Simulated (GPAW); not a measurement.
# Conductance along a series: segments of Si in a Ge chain

How does transport respond as one structural variable is stepped? The junctions: segments of Si in a Ge chain.

Program: GPAW 26.7.0. Level of theory: GPAW LCAO, PAW setups; Landauer transmission from Green's functions with principal layers (ASE), zero bias. Results are calculated unless marked as measured.

This is a report of a sequence of runs, with most program output left out.

### 1. The structure

The cell holds 11 atoms: 10 Ge and 1 Si. Cell: a = 9.000 Å, b = 9.000 Å, c = 25.680 Å, α = 90.0°, β = 90.0°, γ = 90.0°. Regions: left lead, 5 atoms (5 Ge); channel, 1 atom (1 Si); right lead, 5 atoms (5 Ge). Vacuum lies along a and b. The structure is stacked along c, and the current runs across the ab planes.

### 2. Member of the series, foreign atoms 1

The structure changes from member to member while basis and functional stay, so that the trend is less open to errors of the level than any single value.

run.py reads:

```python
import json
import numpy as np
from ase import Atoms
from ase.transport.calculators import TransportCalculator
from gpaw import GPAW, FermiDirac
from gpaw.lcao.tools import get_lcao_hamiltonian
from scipy.linalg import eigh

# The junction with lead layers at both ends, along the third cell vector
device = Atoms(
    ['Ge', 'Ge', 'Ge', 'Ge', 'Ge', 'Si', 'Ge', 'Ge', 'Ge', 'Ge', 'Ge'],
    positions=[
        [4.50000, 4.50000, 1.17500],
        [4.50000, 4.50000, 3.52500],
        [4.50000, 4.50000, 5.87500],
        [4.50000, 4.50000, 8.22500],
        [4.50000, 4.50000, 10.57500],
        [4.50000, 4.50000, 12.84010],
        [4.50000, 4.50000, 15.10520],
        [4.50000, 4.50000, 17.45520],
        [4.50000, 4.50000, 19.80520],
        [4.50000, 4.50000, 22.15520],
        [4.50000, 4.50000, 24.50520]],
    cell=[[9.0, 0.0, 0.0], [0.0, 9.0, 0.0], [0.0, 0.0, 25.6802]],
    pbc=True)

# One principal layer of the lead: the first 3 atoms of the device
lead = Atoms(
    ['Ge', 'Ge', 'Ge'],
    positions=[
        [4.50000, 4.50000, 1.17500],
        [4.50000, 4.50000, 3.52500],
        [4.50000, 4.50000, 5.87500]],
    cell=[[9.0, 0.0, 0.0], [0.0, 9.0, 0.0], [0.0, 0.0, 7.05]],
    pbc=True)

settings = dict(mode='lcao', basis='dzp', xc='LDA', h=0.2,
                occupations=FermiDirac(0.1), maxiter=250,
                mixer=dict(beta=0.1, nmaxold=8, weight=100.0),
                convergence=dict(density=0.0001))
energies = np.arange(-2, 2 + 1e-9, 0.05)
eta = 0.0001
n1, n2 = 1, 1
# k and -k transmit alike, so half of the mesh across the current serves
mesh = [(i, j) for i in range(n1) for j in range(n2) if (i, j) <= (-i % n1, -j % n2)]
weights = np.array([1 if (i, j) == (-i % n1, -j % n2) else 2 for i, j in mesh]) / (n1 * n2)


def ground_state(atoms, size, txt):
    atoms.calc = GPAW(kpts={'size': size, 'gamma': True}, symmetry={'tolerance': 1e-3}, txt=txt, **settings)
    atoms.get_potential_energy()
    return atoms.calc.get_fermi_level()


def blocks(atoms, fermi, points, nz, cells):
    """H - E_F S and S between cell 0 and the cells above it, at each point across the current."""
    kz = np.arange(nz) / nz
    calc = atoms.calc.fixed_density(kpts=[(*k, z) for k in points for z in kz], symmetry='off', txt=None)
    H, S = get_lcao_hamiltonian(calc)
    H = (H - fermi * S).reshape(len(H), len(points), nz, *S.shape[1:])
    S = S.reshape(H.shape[1:])
    phases = [np.exp(-2j * np.pi * kz * R) / nz for R in cells]
    return [(np.einsum('skzij,z->ksij', H, p), np.einsum('kzij,z->kij', S, p)) for p in phases]


def pair(a, b):
    return np.block([[a, b], [b.T.conj(), a]])


def count_channels(h, s, cells, nk=240):
    """Half the number of times that the lead's bands cross each energy, unfolded to its shortest repeat."""
    b = len(h) // cells
    bands = []
    for k in (np.arange(nk + 1) + 0.5) / nk:
        hk, sk = h[:b, :b].copy(), s[:b, :b].copy()
        for R in range(1, cells):
            phase, block = np.exp(2j * np.pi * k * R), slice(R * b, (R + 1) * b)
            hk += h[:b, block] * phase + (h[:b, block] * phase).T.conj()
            sk += s[:b, block] * phase + (s[:b, block] * phase).T.conj()
        bands.append(eigh(hk, sk, eigvals_only=True))
    below = np.array(bands)[:, :, None] < energies
    return (below[1:] != below[:-1]).sum((0, 1)) / 2


fermi_lead = ground_state(lead, (1, 1, 16), 'lead.txt')
fermi_device = ground_state(device, (1, 1, 3), 'device.txt')
T, channels, eigen, tail, misfit, shifts = [], [], [], 0.0, 0.0, []
for first in range(0, len(mesh), 918):
    points = [(i / n1, j / n2) for i, j in mesh[first:first + 918]]
    (H0k, S0k), (H1k, S1k), (H2k, _) = blocks(lead, fermi_lead, points, 5, range(3))
    [(Hk, Sk)] = blocks(device, fermi_device, points, 2, [0])
    tail = max(tail, abs(H2k).max())
    for H0, S0, H1, S1, H, S in zip(H0k, S0k, H1k, S1k, Hk, Sk):
        n = len(S0)
        # Shift the lead onto the potential of the device's first layer
        shift = ((H[:, 0, 0] - H0[:, 0, 0]) / S0[0, 0]).real.mean()
        shifts.append(shift)
        misfit = max(misfit, abs(H[:, :n, :n] - H0 - shift * S0).max())
        Tk, Ck, Ek = [], [], []
        for s in range(len(H)):
            t = s % len(H0)  # a lead without moments serves both spins
            h1, s1 = pair(H0[t] + shift * S0, H1[t] + shift * S1), pair(S0, S1)
            leads = dict(h1=h1, s1=s1, energies=energies, eta=eta, eta1=eta, eta2=eta)
            calc = TransportCalculator(h=H[s], s=S, eigenchannels=3, **leads)
            Tk.append(calc.get_transmission())
            Ek.append(np.sort(calc.eigenchannels_ne, axis=0)[::-1])
            Ck.append(count_channels(h1, s1, 6))
        T.append(Tk)
        channels.append(Ck)
        eigen.append(Ek)
T, channels = np.array(T), np.array(channels)
mean, open_channels = np.einsum('kse,k->se', T, weights), np.einsum('kse,k->se', channels, weights)

print(f'basis functions: device {len(S)}, principal layer {n}')
print(f'Fermi level: lead {fermi_lead:.4f} eV, device {fermi_device:.4f} eV; lead shifted by {np.mean(shifts):.4f} eV')
print(f'largest coupling past the next layer {tail:.2e} eV, largest misfit of the first layer {misfit:.3f} eV')
print('  E-E_F (eV)   ' + 'T (one spin)  channels')
for e, t, c in zip(energies, mean.T, open_channels.T):
    print(f'{e:10.3f}  ', *[f'{x:11.4e}' for x in t], *[f'{x:9.4f}' for x in c])

kT = 8.617333e-5 * 500
fine = np.linspace(energies[0], energies[-1], 4001)
both = np.exp(np.interp(fine, energies, np.log(np.maximum(mean.sum(0) * 2 / len(mean), 1e-30))))
fermi = lambda mu: 1 / (1 + np.exp(np.clip((fine - mu) / kT, -200, 200)))
slope = fermi(0) * (1 - fermi(0)) / kT
G = np.trapezoid(both * slope, fine) / 2
seebeck = -np.trapezoid(both * slope * fine, fine) / (2 * G * 500) * 1e6
print(f'conductance at 500 K: {G:.5g} G0 a cell; thermopower {seebeck:.4g} uV/K')
bias = [0.1, 0.2, 0.5, 1.0, 1.5, 2.0]
current = [38.74 * np.trapezoid(both * (fermi(V / 2) - fermi(-V / 2)), fine) for V in bias]
for V, I in zip(bias, current):
    print(f'current from the zero-bias T(E) at {V} V: {I:.5g} uA')
zero = abs(energies).argmin()
json.dump(dict(energies=energies.tolist(), T=mean.tolist(), channels=open_channels.tolist(), G=G, seebeck=seebeck,
               bias=bias, current=current, tail=tail, misfit=misfit, shift=np.mean(shifts), n_device=len(S), n_lead=n,
               fermi=[fermi_lead, fermi_device], energy=device.get_potential_energy(),
               moments=device.get_magnetic_moments().tolist(), mesh=mesh, weights=weights.tolist(),
               T_k=T[:, :, zero].tolist(), eigen=np.array(eigen[0]).tolist()), open('result.json', 'w'))
```

Started as:

```
$ OMP_NUM_THREADS=1 OPENBLAS_NUM_THREADS=1 python run.py
```

Run time: 40 s. Hardware: 1 thread of Arm Neoverse N1, shared host; peak memory 0.83 GiB.

Numbers from this step:

| Quantity | Value |
| --- | --- |
| conductance | 2.961 G₀ |
| largest coupling past the next principal layer | 9.55e-6 eV |
| largest misfit of the first principal layer | 0.01747 eV |
| shift that aligns the lead | -0.03370 eV |
| basis functions of the junction | 143 |
| basis functions of a principal layer | 39 |
| transmission at the Fermi level (one spin) | 2.962 |

One spin. Table of transmission, zone mean by energy, zero at the Fermi level:

| energy (eV) | transmission, zone mean |
| --- | --- |
| -2.000 | 0.918 |
| -1.800 | 0.925 |
| -1.600 | 0.931 |
| -1.400 | 0.937 |
| -1.200 | 0.943 |
| -1.000 | 2.67 |
| -0.800 | 2.90 |
| -0.600 | 2.93 |
| -0.400 | 2.95 |
| -0.200 | 2.96 |
| 0.000 | 2.96 |
| 0.200 | 2.96 |
| 0.400 | 2.97 |
| 0.600 | 2.97 |
| 0.800 | 2.97 |
| 1.000 | 2.96 |
| 1.200 | 2.96 |
| 1.400 | 2.95 |
| 1.600 | 2.95 |
| 1.800 | 2.95 |
| 2.000 | 2.95 |

Not self-consistent under bias; the bias window is split evenly. Table of current through one cell, from the zero-bias transmission by bias:

| bias (V) | current through one cell, from the zero-bias transmission (μA) |
| --- | --- |
| 0.100 | 22.9 |
| 0.200 | 45.9 |
| 0.500 | 115 |
| 1.000 | 229 |
| 1.500 | 343 |
| 2.000 | 455 |

Table of transmission of the three most open eigenchannels by energy, zero at the Fermi level:

| energy (eV) | channel 1 | channel 2 | channel 3 |
| --- | --- | --- | --- |
| -2.00 | 0.918 | 0 | 0 |
| -1.85 | 0.923 | 0 | 0 |
| -1.70 | 0.928 | 0 | 0 |
| -1.60 | 0.931 | 0 | 0 |
| -1.45 | 0.936 | 0 | 0 |
| -1.30 | 0.940 | 4.1e-12 | 4.1e-12 |
| -1.15 | 0.944 | 2.6e-6 | 2.6e-6 |
| -1.05 | 0.946 | 0.781 | 0.781 |
| -0.90 | 0.950 | 0.941 | 0.941 |
| -0.75 | 0.979 | 0.979 | 0.953 |
| -0.60 | 0.988 | 0.988 | 0.955 |
| -0.50 | 0.992 | 0.992 | 0.957 |
| -0.35 | 0.995 | 0.995 | 0.959 |
| -0.20 | 0.998 | 0.998 | 0.962 |
| -0.05 | 0.999 | 0.999 | 0.964 |
| 0.00 | 0.999 | 0.999 | 0.964 |
| 0.05 | 0.999 | 0.999 | 0.965 |
| 0.20 | 0.999 | 0.999 | 0.967 |
| 0.35 | 0.999 | 0.999 | 0.969 |
| 0.50 | 0.998 | 0.998 | 0.970 |
| 0.60 | 0.998 | 0.998 | 0.972 |
| 0.75 | 0.997 | 0.997 | 0.973 |
| 0.90 | 0.995 | 0.995 | 0.975 |
| 1.05 | 0.993 | 0.993 | 0.977 |
| 1.15 | 0.991 | 0.991 | 0.978 |
| 1.30 | 0.988 | 0.988 | 0.980 |
| 1.45 | 0.986 | 0.986 | 0.982 |
| 1.60 | 0.984 | 0.984 | 0.983 |
| 1.70 | 0.985 | 0.982 | 0.982 |
| 1.85 | 0.986 | 0.981 | 0.981 |
| 2.00 | 0.988 | 0.979 | 0.979 |

Couplings past the next layer reach 9.5e-6 eV, small enough to drop; the matrix elements of the cell's first layer differ from the bulk lead's by up to 0.017 eV. That layer keeps its own values in the calculation, and only beyond it is the lead taken as perfect. The Fermi levels of lead and junction count from different zeros of potential, one for each periodic cell; with both set to zero, the small remaining shift is what aligns them. By hand: G = 2.961 × 77.48 μS = 229 μS, a resistance of 4.36 kΩ; at 0.1 V a linear junction would pass 22.9 μA, and the integral over the bias window gives 22.9 μA.

### 3. Junction, 12 atoms: segment atoms = 2

System of this step: 2 Si atoms in a Ge chain. The cell holds 12 atoms: 10 Ge and 2 Si. Cell: a = 9.000 Å, b = 9.000 Å, c = 27.880 Å, α = 90.0°, β = 90.0°, γ = 90.0°. Regions: left lead, 5 atoms (5 Ge); channel, 2 atoms (2 Si); right lead, 5 atoms (5 Ge). Vacuum lies along a and b. The structure is stacked along c, and the current runs across the ab planes.

Changes to run.py since step 2:

```diff
@@ -10,3 +10,3 @@
 device = Atoms(
-    ['Ge', 'Ge', 'Ge', 'Ge', 'Ge', 'Si', 'Ge', 'Ge', 'Ge', 'Ge', 'Ge'],
+    ['Ge', 'Ge', 'Ge', 'Ge', 'Ge', 'Si', 'Si', 'Ge', 'Ge', 'Ge', 'Ge', 'Ge'],
     positions=[
@@ -18,8 +18,9 @@
         [4.50000, 4.50000, 12.84010],
-        [4.50000, 4.50000, 15.10520],
-        [4.50000, 4.50000, 17.45520],
-        [4.50000, 4.50000, 19.80520],
-        [4.50000, 4.50000, 22.15520],
-        [4.50000, 4.50000, 24.50520]],
-    cell=[[9.0, 0.0, 0.0], [0.0, 9.0, 0.0], [0.0, 0.0, 25.6802]],
+        [4.50000, 4.50000, 15.04010],
+        [4.50000, 4.50000, 17.30520],
+        [4.50000, 4.50000, 19.65520],
+        [4.50000, 4.50000, 22.00520],
+        [4.50000, 4.50000, 24.35520],
+        [4.50000, 4.50000, 26.70520]],
+    cell=[[9.0, 0.0, 0.0], [0.0, 9.0, 0.0], [0.0, 0.0, 27.8802]],
     pbc=True)
@@ -87,4 +88,4 @@
 T, channels, eigen, tail, misfit, shifts = [], [], [], 0.0, 0.0, []
-for first in range(0, len(mesh), 918):
-    points = [(i / n1, j / n2) for i, j in mesh[first:first + 918]]
+for first in range(0, len(mesh), 771):
+    points = [(i / n1, j / n2) for i, j in mesh[first:first + 771]]
     (H0k, S0k), (H1k, S1k), (H2k, _) = blocks(lead, fermi_lead, points, 5, range(3))
```

Wall time 44 s (1 thread); peak memory 0.89 GiB.

Numbers from this step:

| Item | Value |
| --- | --- |
| conductance | 2.886 G₀ |
| largest misfit of the first principal layer | 0.01054 eV |
| shift that aligns the lead | -0.007619 eV |
| basis functions of the junction | 156 |
| transmission at the Fermi level (one spin) | 2.886 |

One spin. The transmission, zone mean by energy, zero at the Fermi level:

| energy (eV) | transmission, zone mean |
| --- | --- |
| -2.00 | 0.729 |
| -1.85 | 0.742 |
| -1.70 | 0.756 |
| -1.60 | 0.765 |
| -1.45 | 0.778 |
| -1.30 | 0.791 |
| -1.15 | 0.804 |
| -1.05 | 1.94 |
| -0.90 | 2.63 |
| -0.75 | 2.78 |
| -0.60 | 2.83 |
| -0.50 | 2.85 |
| -0.35 | 2.86 |
| -0.20 | 2.87 |
| -0.05 | 2.88 |
| 0.00 | 2.89 |
| 0.05 | 2.89 |
| 0.20 | 2.90 |
| 0.35 | 2.91 |
| 0.50 | 2.91 |
| 0.60 | 2.92 |
| 0.75 | 2.93 |
| 0.90 | 2.94 |
| 1.05 | 2.94 |
| 1.15 | 2.95 |
| 1.30 | 2.95 |
| 1.45 | 2.95 |
| 1.60 | 2.95 |
| 1.70 | 2.95 |
| 1.85 | 2.95 |
| 2.00 | 2.94 |

Not self-consistent under bias; the bias window is split evenly. Table of current through one cell, from the zero-bias transmission by bias:

| bias (V) | current through one cell, from the zero-bias transmission (μA) |
| --- | --- |
| 0.100 | 22.4 |
| 0.200 | 44.7 |
| 0.500 | 112 |
| 1.000 | 223 |
| 1.500 | 335 |
| 2.000 | 441 |

The transmission of the three most open eigenchannels by energy, zero at the Fermi level:

| energy (eV) | channel 1 | channel 2 | channel 3 |
| --- | --- | --- | --- |
| -2.000 | 0.729 | 0 | 0 |
| -1.800 | 0.747 | 0 | 0 |
| -1.600 | 0.765 | 0 | 0 |
| -1.400 | 0.783 | 0 | 0 |
| -1.200 | 0.800 | 6.2e-10 | 6.2e-10 |
| -1.000 | 0.817 | 0.749 | 0.749 |
| -0.800 | 0.959 | 0.959 | 0.833 |
| -0.600 | 0.991 | 0.991 | 0.848 |
| -0.400 | 0.998 | 0.998 | 0.863 |
| -0.200 | 0.999 | 0.999 | 0.876 |
| 0.000 | 0.998 | 0.998 | 0.889 |
| 0.200 | 0.998 | 0.998 | 0.901 |
| 0.400 | 0.998 | 0.998 | 0.912 |
| 0.600 | 0.999 | 0.999 | 0.923 |
| 0.800 | 0.999 | 0.999 | 0.933 |
| 1.000 | 0.999 | 0.999 | 0.943 |
| 1.200 | 0.998 | 0.998 | 0.951 |
| 1.400 | 0.997 | 0.997 | 0.959 |
| 1.600 | 0.993 | 0.993 | 0.967 |
| 1.800 | 0.988 | 0.988 | 0.973 |
| 2.000 | 0.982 | 0.982 | 0.979 |

The conductance, 2.89 G₀, lies 2.6 % below that of the member before.

### 4. Junction, 13 atoms: segment atoms = 3

System of this step: 3 Si atoms in a Ge chain. The cell holds 13 atoms: 10 Ge and 3 Si. Cell: a = 9.000 Å, b = 9.000 Å, c = 30.080 Å, α = 90.0°, β = 90.0°, γ = 90.0°. Regions: left lead, 5 atoms (5 Ge); channel, 3 atoms (3 Si); right lead, 5 atoms (5 Ge). Vacuum lies along a and b. The structure is stacked along c, and the current runs across the ab planes.

Changes to run.py since step 3:

```diff
@@ -10,3 +10,3 @@
 device = Atoms(
-    ['Ge', 'Ge', 'Ge', 'Ge', 'Ge', 'Si', 'Si', 'Ge', 'Ge', 'Ge', 'Ge', 'Ge'],
+    ['Ge', 'Ge', 'Ge', 'Ge', 'Ge', 'Si', 'Si', 'Si', 'Ge', 'Ge', 'Ge', 'Ge', 'Ge'],
     positions=[
@@ -19,8 +19,9 @@
         [4.50000, 4.50000, 15.04010],
-        [4.50000, 4.50000, 17.30520],
-        [4.50000, 4.50000, 19.65520],
-        [4.50000, 4.50000, 22.00520],
-        [4.50000, 4.50000, 24.35520],
-        [4.50000, 4.50000, 26.70520]],
-    cell=[[9.0, 0.0, 0.0], [0.0, 9.0, 0.0], [0.0, 0.0, 27.8802]],
+        [4.50000, 4.50000, 17.24010],
+        [4.50000, 4.50000, 19.50520],
+        [4.50000, 4.50000, 21.85520],
+        [4.50000, 4.50000, 24.20520],
+        [4.50000, 4.50000, 26.55520],
+        [4.50000, 4.50000, 28.90520]],
+    cell=[[9.0, 0.0, 0.0], [0.0, 9.0, 0.0], [0.0, 0.0, 30.0802]],
     pbc=True)
@@ -88,4 +89,4 @@
 T, channels, eigen, tail, misfit, shifts = [], [], [], 0.0, 0.0, []
-for first in range(0, len(mesh), 771):
-    points = [(i / n1, j / n2) for i, j in mesh[first:first + 771]]
+for first in range(0, len(mesh), 657):
+    points = [(i / n1, j / n2) for i, j in mesh[first:first + 657]]
     (H0k, S0k), (H1k, S1k), (H2k, _) = blocks(lead, fermi_lead, points, 5, range(3))
```

The job ended after 50 s (1 thread; peak memory 0.93 GiB).

The conductance, 2.82 G₀, lies 2.1 % below that of the member before.

### 5. Junction, 14 atoms: segment atoms = 4

System of this step: 4 Si atoms in a Ge chain. The cell holds 14 atoms: 10 Ge and 4 Si. Cell: a = 9.000 Å, b = 9.000 Å, c = 32.280 Å, α = 90.0°, β = 90.0°, γ = 90.0°. Regions: left lead, 5 atoms (5 Ge); channel, 4 atoms (4 Si); right lead, 5 atoms (5 Ge). Vacuum lies along a and b. The structure is stacked along c, and the current runs across the ab planes.

Changes to run.py since step 4:

```diff
@@ -10,3 +10,3 @@
 device = Atoms(
-    ['Ge', 'Ge', 'Ge', 'Ge', 'Ge', 'Si', 'Si', 'Si', 'Ge', 'Ge', 'Ge', 'Ge', 'Ge'],
+    ['Ge', 'Ge', 'Ge', 'Ge', 'Ge', 'Si', 'Si', 'Si', 'Si', 'Ge', 'Ge', 'Ge', 'Ge', 'Ge'],
     positions=[
@@ -20,8 +20,9 @@
         [4.50000, 4.50000, 17.24010],
-        [4.50000, 4.50000, 19.50520],
-        [4.50000, 4.50000, 21.85520],
-        [4.50000, 4.50000, 24.20520],
-        [4.50000, 4.50000, 26.55520],
-        [4.50000, 4.50000, 28.90520]],
-    cell=[[9.0, 0.0, 0.0], [0.0, 9.0, 0.0], [0.0, 0.0, 30.0802]],
+        [4.50000, 4.50000, 19.44010],
+        [4.50000, 4.50000, 21.70520],
+        [4.50000, 4.50000, 24.05520],
+        [4.50000, 4.50000, 26.40520],
+        [4.50000, 4.50000, 28.75520],
+        [4.50000, 4.50000, 31.10520]],
+    cell=[[9.0, 0.0, 0.0], [0.0, 9.0, 0.0], [0.0, 0.0, 32.2802]],
     pbc=True)
@@ -89,4 +90,4 @@
 T, channels, eigen, tail, misfit, shifts = [], [], [], 0.0, 0.0, []
-for first in range(0, len(mesh), 657):
-    points = [(i / n1, j / n2) for i, j in mesh[first:first + 657]]
+for first in range(0, len(mesh), 566):
+    points = [(i / n1, j / n2) for i, j in mesh[first:first + 566]]
     (H0k, S0k), (H1k, S1k), (H2k, _) = blocks(lead, fermi_lead, points, 5, range(3))
```

Elapsed: 59 s, on 1 thread; peak memory 0.97 GiB.

The conductance, 2.82 G₀, lies 0.3 % below that of the member before.

[end of part 1 of 3]

[Logs are printed without paths, hosts, clocks, repeated set-up lines and the standing remarks that a program may print on its own settings, such as how far it seeks lower states.]

[Hosts, paths, dates, database ids (printed as entryN), source tags and the programs' standing remarks are cut or masked in the printed files.]
